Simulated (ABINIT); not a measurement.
# A GW run on AlN (P6_3mc) in ABINIT, with inputs changed

Aim: change inputs of a GW run on AlN (P6_3mc) and see what moves.

Program: ABINIT 10.8.3. Level of theory: PBE and many-body steps on it, plane waves. Results are calculated unless marked as measured.

This is a report of a sequence of runs, with most program output left out.

The database entry behind the starting cell differs from later determinations by our own check (inner coordinate u about 0.002 short), so it need not match the best structure at ambient conditions.

## (1) The starting structure

It takes space group P6_3mc (No. 186, hexagonal). Conventional cell: a = 3.113 Å, b = 3.113 Å, c = 4.981 Å, α = 90.00°, β = 90.00°, γ = 120.00°. Al has 4 N at 1.89 Å nearest. Nearest to N lie 4 Al at 1.89 Å. Farther neighbours and most contacts between anions are not listed.

The cell and positions come from the Crystallography Open Database and are kept as given unless a step says otherwise.

## (2) Screening, 6×6×4 mesh, 182 bands, screening to 228.6 eV

This step: ABINIT 10.8.3; RPA screening on PBE, plane waves, norm-conserving pseudopotentials.

The RPA dielectric matrix is built and inverted for each q.

Contents of run.abi:

```
acell 3*1.0 Angstrom
rprim 
  3.113000000011 -0.000000000003 0.000000000000
  -1.556500000003 2.695937081992 0.000000000000
  0.000000000000 0.000000000000 4.981000000000
ntypat 2
znucl 13 7
natom 4
typat 1 1 2 2
xred 
  0.333333333333 0.666666666667 0.000000000000
  0.666666666667 0.333333333333 0.500000000000
  0.333333333333 0.666666666667 0.380000000000
  0.666666666667 0.333333333333 0.880000000000
pp_dirpath "pseudos"
pseudos "Al.upf, N.upf"
ecut 36
ngkpt 6 6 4
nshiftk 1
shiftk 0 0 0
kptopt 1
chksymbreak 0
istwfk *1
occopt 1
irdwfk 1
optdriver 3
nband 182
ecuteps 8.4
inclvkb 2
awtr 1
symchi 1
indata_prefix "in"
outdata_prefix "out"
tmpdata_prefix "tmp"
```

On the command line:

```
> OMP_NUM_THREADS=1 mpirun -n 8 abinit run.abi > log
```

It took 6 min on 8 MPI ranks of Arm Neoverse N1, shared host; peak memory 2.7 GiB; 48 min of CPU time.

This step gave:

```
ε∞ with local fields, on this mesh, along the program's q direction : 4.213
the same without local fields                                       : 4.643
plasma frequency                                                    : 22.97 eV
plane waves in the screening matrix                                 : 313
```

Local fields lower ε∞ by 9 %.

## (3) Base

The self-energy is evaluated for the states that the input lists, and the levels follow from it, in one-shot runs by the linearised quasiparticle equation.

This step: G0W0 on PBE, plane waves, norm-conserving pseudopotentials.

run.abi, as its differences from that of step 2:

```diff
@@ -25,8 +25,15 @@
 irdwfk 1
-optdriver 3
+optdriver 4
 nband 182
+gwcalctyp 0
+ecutsigx 36
+symsigma 1
+nkptgw 1
+kptgw 
+  0.0000000000 0.0000000000 0.0000000000
+bdgw 
+  6 10
 ecuteps 8.4
-inclvkb 2
-awtr 1
-symchi 1
+irdscr 1
+ppmodel 1
 indata_prefix "in"
```

Wall time 24 s (8 MPI ranks); peak memory 3 GiB; 3.2 min of CPU time.

This step gave:

```
G0W0 gap on the points computed              : 5.614 eV
starting gap on the mesh                     : 4.220 eV
k of the valence top                         : 0, 0, 0
k of the conduction bottom                   : 0, 0, 0
Z at the valence top                         : 0.787
Z at the conduction bottom                   : 0.817
least direct G0W0 gap on the computed points : 5.614 eV
```

The gap on the mesh goes from 4.22 eV to 5.61 eV, a correction of +1.39 eV.

## (4) Coulomb singularity

run.abi, as its differences from that of step 3:

```diff
@@ -38,2 +38,3 @@
 ppmodel 1
+gw_icutcoul 7
 indata_prefix "in"
```

It took 24 s on 8 MPI ranks; peak memory 3 GiB; 3.2 min of CPU time.

Numbers from this step:

```yaml
g0w0_gap_on_the_points_computed: 5.615 eV
starting_gap_on_the_mesh: 4.220 eV
k_of_the_valence_top: 0, 0, 0
k_of_the_conduction_bottom: 0, 0, 0
z_at_the_valence_top: 0.787
z_at_the_conduction_bottom: 0.817
least_direct_g0w0_gap_on_the_computed_points: 5.615 eV
```

Against G0W0 in ABINIT (6×6×4 mesh, 182 bands, screening to 228.6 eV, Godby-Needs plasmon pole), the gap moves by +0.001 eV.

## (5) The runs together

Times are wall times on 8 MPI ranks of Arm Neoverse N1, shared host, good to a factor of about two. A run's time includes the screening step that it read.

```
                run   mesh  bands  screening cutoff (eV)  DFT gap (eV)  gap on the mesh (eV)  direct (eV)  ε∞ used     time
               base  6×6×4    182                  228.6         4.220                 5.614        5.614     4.21  6.4 min
Coulomb singularity  6×6×4    182                  228.6         4.220                 5.615        5.615     4.21  6.4 min
```

## (6) Outcome

```
base                : 5.614 eV
Coulomb singularity : 5.615 eV
known limits        : not at the basis limit
```

In words: Coulomb singularity: +0.001 eV against base (keys changed: gw_icutcoul). Bands and cutoff are finite, so the gap is not at the basis limit. The miss can reach some tenths of an eV and take either sign; the mesh is an error of its own. In the G0W0 runs levels were corrected at 1 k point alone, so a gap called «on the mesh» is the least over those, and an edge elsewhere would be missed.

[Paths, hosts, dates, memory and timing lines, banners, echoed tables and standing remarks are left out of the program output.]

[Logs are printed without paths, hosts, clocks, repeated set-up lines and the standing remarks that a program may print on its own settings, such as how far it seeks lower states.]

[Runs of the session that timed out or met a known fault of the program may be left out.]

[Hosts, paths, dates, database ids (printed as entryN), source tags and the programs' standing remarks are cut or masked in the printed files.]

[G0W0 gaps are taken among the corrected bands and points alone; a level outside them can change the order at an edge.]

[Where Ansatz stands beside ABINIT at settings called matched, ABINIT's density can come from a denser mesh and the files from another edition; pairs whose starting gaps differed by over 0.03 eV were left out, so agreement reads better than it is.]
